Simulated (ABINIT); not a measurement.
**BP (F-43m): making up for missing bands**

Can a closure trick stand in for empty bands in GW on BP (F-43m)?

Program: ABINIT 10.8.3. Level of theory: PBE and many-body steps on it, plane waves. Values are calculated unless marked as measured.

### 1. The structure

Symmetry: F-43m, No. 216, cubic system. The conventional cell has a = 4.538 Å, b = 4.538 Å, c = 4.538 Å, α = 90.00°, β = 90.00°, γ = 90.00°. Nearest to B lie 4 P at 1.97 Å. Nearest to P lie 4 B at 1.97 Å. Farther neighbours, and contacts between anions beyond the nearest, are not listed.

Structure file:

```cif
data_structure
_symmetry_space_group_name_H-M 'P 1'
_symmetry_Int_Tables_number 1
_cell_length_a 3.2089
_cell_length_b 3.2089
_cell_length_c 3.2089
_cell_angle_alpha 60.000
_cell_angle_beta 60.000
_cell_angle_gamma 60.000
_cell_volume 23.36
loop_
_atom_site_label
_atom_site_type_symbol
_atom_site_fract_x
_atom_site_fract_y
_atom_site_fract_z
_atom_site_occupancy
B1 B 0.00000 0.00000 0.00000 1
P2 P 0.25000 0.25000 0.25000 1
```

The cell and positions come from the Crystallography Open Database and are kept as given unless a step says otherwise.

### 2. Empty states on the mesh, 6×6×6 mesh, 209 bands

This step: ABINIT 10.8.3; DFT, PBE, plane waves, norm-conserving pseudopotentials.

The sums over transitions need many empty states on a uniform mesh; this step solves for them.

run.abi reads:

```
acell 3*1.0 Angstrom
rprim 
  0.000000000000 2.269000000000 2.269000000000
  2.269000000000 0.000000000000 2.269000000000
  2.269000000000 2.269000000000 0.000000000000
ntypat 2
znucl 5 15
natom 2
typat 1 2
xred 
  0.000000000000 0.000000000000 0.000000000000
  0.250000000000 0.250000000000 0.250000000000
pp_dirpath "pseudos"
pseudos "B.upf, P.upf"
ecut 34
ngkpt 6 6 6
nshiftk 1
shiftk 0 0 0
kptopt 1
chksymbreak 0
irdden 1
istwfk *1
nband 209
prtvol 0
optdriver 6
gwr_task "HDIAGO"
paral_kgb 0
occopt 1
indata_prefix "in"
outdata_prefix "out"
tmpdata_prefix "tmp"
```

Command:

```bash
> OMP_NUM_THREADS=1 mpirun -n 4 abinit run.abi > log
```

Log:

```text
.Version 10.8.3 of ABINIT. v10.8.2 released Aug 2026.

 Symmetries : space group F-4 3 m (#216); Bravais cF (face-center cubic)
[... echo of the input left out ...]
== DATASET  1 ==================================================================
-   mpi_nproc: 4, omp_nthreads: 1 (-1 if OMP is not activated)

--- !DatasetInfo
iteration_state: {dtset: 1, }
dimensions: {natom: 2, nkpt: 16, mband: 209, nsppol: 1, nspinor: 1, nspden: 1, mpw: 1524, }
cutoff_energies: {ecut:  34.0, pawecutdg:  -1.0, }
[...]
Indirect band gap semiconductor
 Fundamental gap:     1.347 (eV)
   VBM:     7.266 (eV) at k: [ 0.0000E+00,  0.0000E+00,  0.0000E+00]
   CBM:     8.613 (eV) at k: [ 5.0000E-01,  5.0000E-01,  0.0000E+00]
 Direct gap:         3.407 (eV) at k: [ 0.0000E+00,  0.0000E+00,  0.0000E+00]

== END DATASET(S) ==============================================================
================================================================================

 -outvars: echo values of variables after computation  --------
           etotal      0.0000000000E+00
            nband         209
             nkpt          16
          spgroup         216
 [... the other variables as echoed above ...]

 Calculation completed.
```

Elapsed: 9.2 s, on 4 MPI ranks of Intel Xeon Platinum 8488C (Sapphire Rapids), shared host; peak memory 0.79 GiB.

Numbers from this step:

```yaml
gap: 1.347 eV
k_of_the_valence_top: 0, 0, 0
k_of_the_conduction_bottom: 0.5, 0.5, 0
least_direct_gap: 3.407 eV
k_points_computed: 16
lowest_point_of_the_top_converged_band_above_the_valence_top: 219.8515 eV
```

On this mesh the gap is 1.347 eV.

The density comes from a self-consistent run that is not shown.

### 3. Screening, 6×6×6 mesh, 201 bands, screening to 304.8 eV

The RPA dielectric matrix is built and inverted for each q.

This step: RPA screening on PBE, plane waves, norm-conserving pseudopotentials.

run.abi: that of step 2 with these lines changed.

```diff
@@ -20,10 +20,11 @@
 chksymbreak 0
-irdden 1
 istwfk *1
-nband 209
-prtvol 0
-optdriver 6
-gwr_task "HDIAGO"
-paral_kgb 0
 occopt 1
+irdwfk 1
+optdriver 3
+nband 201
+ecuteps 11.2
+inclvkb 2
+awtr 1
+symchi 1
 indata_prefix "in"
```

Log:

```text
.Version 10.8.3 of ABINIT. v10.8.2 released Aug 2026.

 Symmetries : space group F-4 3 m (#216); Bravais cF (face-center cubic)
[... echo of the input left out ...]
== DATASET  1 ==================================================================
-   mpi_nproc: 4, omp_nthreads: 1 (-1 if OMP is not activated)

--- !DatasetInfo
iteration_state: {dtset: 1, }
dimensions: {natom: 2, nkpt: 16, mband: 201, nsppol: 1, nspinor: 1, nspden: 1, mpw: 1524, }
cutoff_energies: {ecut:  34.0, pawecutdg:  -1.0, }
electrons: {nelect:   8.00000000E+00, charge:   0.00000000E+00, occopt:   1.00000000E+00, tsmear:   1.00000000E-02, }

 SCREENING: Calculation of the susceptibility and dielectric matrices

 Based on a program developped by R.W. Godby, V. Olevano, G. Onida, and L. Reining.
 Incorporated in ABINIT by V. Olevano, G.-M. Rignanese, and M. Torrent.
.Using double precision arithmetic ; gwpc =  8

[... cell and pseudopotentials left out ...]
--------------------------------------------------------------------------------

 ==== K-mesh for the wavefunctions ====
 Number of points in the irreducible wedge :    16
[... list of points left out ...]
 Together with 24 symmetry operations and time-reversal symmetry
 yields   216 points in the full Brillouin Zone.

 ==== Q-mesh for the screening function ====
 Number of points in the irreducible wedge :    16
[... list of points left out ...]
 Together with 24 symmetry operations and time-reversal symmetry
 yields   216 points in the full Brillouin Zone.

 setmesh: FFT mesh size selected  =    25x   25x   25
          total number of points  =        15625

 vcoul_init : cutoff-mode = AUXILIARY_FUNCTION
 q-points for optical limit:   1
     1)      0.000010    0.000020    0.000030

- screening: taking advantage of time-reversal symmetry
- Maximum band index for partially occupied states nbvw = 4
- Remaining bands to be divided among processors   nbcw = 197
- Number of bands treated by each node ~49

 Number of electrons calculated from density =    8.0000; Expected =    8.0000
 average of density, n =  0.050741
 r_s =    1.6757
 omega_plasma =   21.7288 [eV]

 calculating chi0 at frequencies [eV] :
  1    0.000000E+00    0.000000E+00
  2    0.000000E+00    2.172879E+01

--------------------------------------------------------------------------------
  q-point number  1        q = ( 0.000000, 0.000000, 0.000000) [r.l.u.]
--------------------------------------------------------------------------------
[... chi0 elements left out ...]
 For q-point:  0.000010 0.000020 0.000030
  dielectric constant =   9.7363
  dielectric constant without local fields =  10.6503

  Average fulfillment of the sum rule on Im[epsilon] for q-point    1 :     95.28  [%]
[... wings left out ...]
  q-point number  2        q = ( 0.166667, 0.000000, 0.000000) [r.l.u.]
--------------------------------------------------------------------------------
[... chi0 elements left out ...]
  Average fulfillment of the sum rule on Im[epsilon] for q-point    2 :     96.06  [%]

 [... 14 further q-points ...]
```

Run time: 80 s. Hardware: 4 MPI ranks; peak memory 1.4 GiB; 5.3 min of CPU time.

Numbers from this step:

```
ε∞ with local fields, on this mesh    : 9.736
ε∞ without local fields, on this mesh : 10.65
plasma frequency                      : 21.73 eV
plane waves in the screening matrix   : 283
```

Local fields lower ε∞ by 9 %.

### 4. 201 bands

The self-energy is evaluated for the states that the input lists, and the quasiparticle equation is solved.

This step: G0W0 on PBE, plane waves, norm-conserving pseudopotentials.

run.abi: that of step 3 with these lines changed.

```diff
@@ -23,8 +23,17 @@
 irdwfk 1
-optdriver 3
+optdriver 4
 nband 201
+gwcalctyp 0
+ecutsigx 34
+symsigma 1
+nkptgw 2
+kptgw 
+  0.0000000000 0.0000000000 0.0000000000
+  0.5000000000 0.5000000000 0.0000000000
+bdgw 
+  2 7
+  3 6
 ecuteps 11.2
-inclvkb 2
-awtr 1
-symchi 1
+irdscr 1
+ppmodel 1
 indata_prefix "in"
```

Log:

```text
.Version 10.8.3 of ABINIT. v10.8.2 released Aug 2026.

 Symmetries : space group F-4 3 m (#216); Bravais cF (face-center cubic)
[... echo of the input left out ...]
== DATASET  1 ==================================================================
-   mpi_nproc: 4, omp_nthreads: 1 (-1 if OMP is not activated)

--- !DatasetInfo
iteration_state: {dtset: 1, }
dimensions: {natom: 2, nkpt: 16, mband: 201, nsppol: 1, nspinor: 1, nspden: 1, mpw: 1524, }
cutoff_energies: {ecut:  34.0, pawecutdg:  -1.0, }
electrons: {nelect:   8.00000000E+00, charge:   0.00000000E+00, occopt:   1.00000000E+00, tsmear:   1.00000000E-02, }

 SIGMA: Calculation of the GW corrections

 Based on a program developped by R.W. Godby, V. Olevano, G. Onida, and L. Reining.
 Incorporated in ABINIT by V. Olevano, G.-M. Rignanese, and M. Torrent.
.Using double precision arithmetic ; gwpc =  8

[... cell and pseudopotentials left out ...]
--------------------------------------------------------------------------------

 ==== K-mesh for the wavefunctions ====
 Number of points in the irreducible wedge :    16
[... list of points left out ...]
 Together with 24 symmetry operations and time-reversal symmetry
 yields   216 points in the full Brillouin Zone.

 ==== Q-mesh for screening function ====
 Number of points in the irreducible wedge :    16
[... list of points left out ...]
 Together with 24 symmetry operations and time-reversal symmetry
 yields   216 points in the full Brillouin Zone.

 vcoul_init : cutoff-mode = AUXILIARY_FUNCTION
 q-points for optical limit:   1
     1)      0.000010    0.000020    0.000030
 setmesh: FFT mesh size selected  =    32x   32x   32
          total number of points  =        32768

 Number of electrons calculated from density =    8.0000; Expected =    8.0000
 average of density, n =  0.050741
 r_s =    1.6757
 omega_plasma =   21.7288 [eV]

 === KS Band Gaps ===
  >>>> For spin  1
   Minimum direct gap =   3.4068 [eV], located at k-point      :   0.0000  0.0000  0.0000
   Fundamental gap    =   1.3473 [eV], Top of valence bands at :   0.0000  0.0000  0.0000
                                       Bottom of conduction at :   0.5000  0.5000  0.0000
 SIGMA fundamental parameters:
 PLASMON POLE MODEL  1
 number of plane-waves for SigmaX                 1459
 number of plane-waves for SigmaC and W            283
 number of plane-waves for wavefunctions          1459
 number of bands                                   201
 number of independent spin polarizations            1
 number of spinorial components                      1
 number of k-points in IBZ                          16
 number of q-points in IBZ                          16
 number of symmetry operations                      24
 number of k-points in BZ                          216
 number of q-points in BZ                          216
 number of frequencies for dSigma/dE                 9
 frequency step for dSigma/dE [eV]                0.25
 number of omega for Sigma on real axis              0
 max omega for Sigma on real axis  [eV]           0.00
 zcut for avoiding poles [eV]                     0.10

 EPSILON^-1 parameters (SCR file):
 dimension of the eps^-1 matrix on file            283
 dimension of the eps^-1 matrix used               283
 number of plane-waves for wavefunctions          1459
 number of bands                                   201
 number of q-points in IBZ                          16
 number of frequencies                               2
 number of real frequencies                          1
 number of imag frequencies                          1

 matrix elements of self-energy operator (all in [eV])

 Perturbative Calculation

--- !SelfEnergy_ee
iteration_state: {dtset: 1, }
kpoint     : [   0.000,    0.000,    0.000, ]
spin       : 1
KS_gap     :    3.407
QP_gap     :    4.288
Delta_QP_KS:    0.881
data: !SigmaeeData |
     Band     E0 <VxcDFT>   SigX SigC(E0)      Z dSigC/dE  Sig(E)    E-E0       E
        2   7.266 -13.300 -15.048   0.870   0.791  -0.264 -13.995  -0.695   6.571
        3   7.266 -13.300 -15.048   0.870   0.791  -0.264 -13.995  -0.695   6.571
        4   7.266 -13.300 -15.048   0.870   0.791  -0.264 -13.995  -0.695   6.571
        5  10.672 -12.025  -7.238  -4.553   0.793  -0.261 -11.839   0.186  10.859
        6  10.672 -12.025  -7.238  -4.553   0.793  -0.261 -11.839   0.186  10.859
        7  10.672 -12.025  -7.238  -4.553   0.793  -0.261 -11.839   0.186  10.859

--- !SelfEnergy_ee
iteration_state: {dtset: 1, }
kpoint     : [   0.500,    0.500,    0.000, ]
spin       : 1
KS_gap     :    5.461
QP_gap     :    6.361
Delta_QP_KS:    0.900
data: !SigmaeeData |
     Band     E0 <VxcDFT>   SigX SigC(E0)      Z dSigC/dE  Sig(E)    E-E0       E
        3   3.152 -12.497 -15.992   2.379   0.772  -0.295 -13.359  -0.862   2.290
        4   3.152 -12.497 -15.992   2.379   0.772  -0.295 -13.359  -0.862   2.290
        5   8.613 -10.826  -6.523  -4.256   0.804  -0.243 -10.788   0.038   8.651
        6   8.933 -10.680  -6.271  -4.296   0.809  -0.236 -10.589   0.091   9.024

== END DATASET(S) ==============================================================
================================================================================

 -outvars: echo values of variables after computation  --------
           etotal      0.0000000000E+00
            nband         201
             nkpt          16
          spgroup         216
 [... the other variables as echoed above ...]

 Calculation completed.
```

Elapsed: 35 s, on 4 MPI ranks; peak memory 1.5 GiB.

Numbers from this step:

```yaml
g0w0_gap_on_the_mesh: 2.08 eV
starting_gap_on_the_mesh: 1.347 eV
k_of_the_valence_top: 0, 0, 0
k_of_the_conduction_bottom: 0.5, 0.5, 0
z_at_the_valence_top: 0.791
z_at_the_conduction_bottom: 0.804
least_direct_g0w0_gap_on_the_computed_points: 4.288 eV
```

The gap on the mesh goes from 1.35 eV to 2.08 eV, a correction of +0.73 eV.

### 5. Screening, 6×6×6 mesh, 21 bands, screening to 304.8 eV

This step: RPA screening on PBE, plane waves, norm-conserving pseudopotentials.

run.abi: that of step 4 with these lines changed.

```diff
@@ -23,17 +23,8 @@
 irdwfk 1
-optdriver 4
-nband 201
-gwcalctyp 0
-ecutsigx 34
-symsigma 1
-nkptgw 2
-kptgw 
-  0.0000000000 0.0000000000 0.0000000000
-  0.5000000000 0.5000000000 0.0000000000
-bdgw 
-  2 7
-  3 6
+optdriver 3
+nband 21
 ecuteps 11.2
-irdscr 1
-ppmodel 1
+inclvkb 2
+awtr 1
+symchi 1
 indata_prefix "in"
```

Log:

```text
.Version 10.8.3 of ABINIT. v10.8.2 released Aug 2026.

 Symmetries : space group F-4 3 m (#216); Bravais cF (face-center cubic)
[... echo of the input left out ...]
== DATASET  1 ==================================================================
-   mpi_nproc: 4, omp_nthreads: 1 (-1 if OMP is not activated)

--- !DatasetInfo
iteration_state: {dtset: 1, }
dimensions: {natom: 2, nkpt: 16, mband: 21, nsppol: 1, nspinor: 1, nspden: 1, mpw: 1524, }
cutoff_energies: {ecut:  34.0, pawecutdg:  -1.0, }
electrons: {nelect:   8.00000000E+00, charge:   0.00000000E+00, occopt:   1.00000000E+00, tsmear:   1.00000000E-02, }

 SCREENING: Calculation of the susceptibility and dielectric matrices

 Based on a program developped by R.W. Godby, V. Olevano, G. Onida, and L. Reining.
 Incorporated in ABINIT by V. Olevano, G.-M. Rignanese, and M. Torrent.
.Using double precision arithmetic ; gwpc =  8

[... cell and pseudopotentials left out ...]
--------------------------------------------------------------------------------

 ==== K-mesh for the wavefunctions ====
 Number of points in the irreducible wedge :    16
[... list of points left out ...]
 Together with 24 symmetry operations and time-reversal symmetry
 yields   216 points in the full Brillouin Zone.

 ==== Q-mesh for the screening function ====
 Number of points in the irreducible wedge :    16
[... list of points left out ...]
 Together with 24 symmetry operations and time-reversal symmetry
 yields   216 points in the full Brillouin Zone.

 setmesh: FFT mesh size selected  =    25x   25x   25
          total number of points  =        15625

 vcoul_init : cutoff-mode = AUXILIARY_FUNCTION
 q-points for optical limit:   1
     1)      0.000010    0.000020    0.000030

- screening: taking advantage of time-reversal symmetry
- Maximum band index for partially occupied states nbvw = 4
- Remaining bands to be divided among processors   nbcw = 17
- Number of bands treated by each node ~4

 Number of electrons calculated from density =    8.0000; Expected =    8.0000
 average of density, n =  0.050741
 r_s =    1.6757
 omega_plasma =   21.7288 [eV]

 calculating chi0 at frequencies [eV] :
  1    0.000000E+00    0.000000E+00
  2    0.000000E+00    2.172879E+01

--------------------------------------------------------------------------------
  q-point number  1        q = ( 0.000000, 0.000000, 0.000000) [r.l.u.]
--------------------------------------------------------------------------------
[... chi0 elements left out ...]
 For q-point:  0.000010 0.000020 0.000030
  dielectric constant =   9.6909
  dielectric constant without local fields =  10.6423

  Average fulfillment of the sum rule on Im[epsilon] for q-point    1 :     45.66  [%]
[... wings left out ...]
  q-point number  2        q = ( 0.166667, 0.000000, 0.000000) [r.l.u.]
--------------------------------------------------------------------------------
[... chi0 elements left out ...]
  Average fulfillment of the sum rule on Im[epsilon] for q-point    2 :     82.51  [%]

 [... 14 further q-points ...]
```

Elapsed: 10 s, on 4 MPI ranks; peak memory 0.49 GiB.

Numbers from this step:

| Property | Result |
| --- | --- |
| ε∞ with local fields, on this mesh | 9.691 |
| ε∞ without local fields, on this mesh | 10.64 |
| plasma frequency | 21.73 eV |
| plane waves in the screening matrix | 283 |

(Part 1 of 2 ends here.)

[Long decimals in the printed logs are rounded to 6 places.]

[Logs are printed without paths, hosts, clocks, repeated set-up lines and the standing remarks that a program may print on its own settings, such as how far it seeks lower states.]

[Paths, hosts, dates, memory and timing lines, banners, echoed tables and standing remarks are left out of the program output; an Ansatz launch command may be rebuilt from the run's recorded settings. Measured values are a selection of at most five: reports struck by readers or far from the other reports are left out. None is set beside runs whose start may be inverted or whose files or cutoffs have a known fault.]

[Runs of the session that timed out or met a known fault of the program may be left out.]

[Hosts, paths, dates, database ids (printed as entryN), source tags and the programs' standing remarks are cut or masked in the printed files.]

[G0W0 gaps are taken among the corrected bands and points alone; a level outside them can change the order at an edge.]

[Where Ansatz stands beside ABINIT at settings called matched, ABINIT's density can come from a denser mesh and the files from another edition; pairs whose starting gaps differed by over 0.03 eV were left out, so agreement reads better than it is.]
